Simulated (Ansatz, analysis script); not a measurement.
### Easy axis and orbital moments of MnBr2

Symmetry: P-3m1, No. 164, trigonal system. The conventional cell has a = 3.820 Å, b = 3.820 Å, c = 6.190 Å, α = 90.00°, β = 90.00°, γ = 120.00°. Nearest to Mn lie 6 Br at 2.69 Å. Nearest to Br lie 3 Mn at 2.69 Å. Farther neighbours and most contacts between anions are not listed.

```xyz
3
Lattice="3.8200 0.0000 0.0000 -1.9100 3.3082 0.0000 0.0000 0.0000 6.1900" Properties=species:S:1:pos:R:3 pbc="T T T"
Mn    0.0000    0.0000    0.0000
Br    0.0000    2.2055    1.5475
Br    1.9100    1.1027    4.6425
```

```
method                                                   : PBEsol, PAW set soft_1 (files made for PBE); spinors with self-consistent spin–orbit coupling, one run a direction (and 2 further levels or steps)
program                                                  : Ansatz 0.2.0 and analysis script 1
settings of one run                                      : cutoff 420 eV, 6×6×3 k-mesh, Fermi-Dirac occupations, smearing width 0.05 eV, starting moments 4.42 0 0 μB
notes                                                    : The database entry behind the starting cell has ideal inner coordinates that were not refined. The size of the anisotropy is not settled between the levels. All of this holds for the ferromagnetic order, the only one run; whether the real compound orders so, or at all, is not tested, and the easy axis hangs on it. Without a U, semilocal functionals delocalise the d or f electrons of such compounds, which shrinks moments, overestimates superexchange, narrows or closes the gap and can change the order. In doubt: the program’s search for lower states was switched off, so a lower magnetic state than those reached may exist.
easy direction among those tried, spin–orbit part        : [001]
lowest direction with point dipoles added                : [100] and [120]
hardest less easiest direction, mesh 6x6x3               : 0.0301 meV a cell of 3 atoms
orbital moment of Mn no. 1 along its axis, moments [001] : 0.0171 μB
```

The easy direction among those tried is [001], by 0.0301 meV a cell against the hardest one tried, on the mesh 6x6x3. With dipole terms, estimated below, «[100]» and «[120]» becomes the lowest.

[Logs and program files are shortened in this print: banners, set-up blocks, solver, clock and traceback lines can be left out without a mark of their own.]

[Logs are printed without paths, hosts, clocks, repeated set-up lines and the standing remarks that a program may print on its own settings, such as how far it seeks lower states.]

[Hosts, paths, dates, database ids (printed as entryN), source tags and the programs' standing remarks are cut or masked in the printed files.]
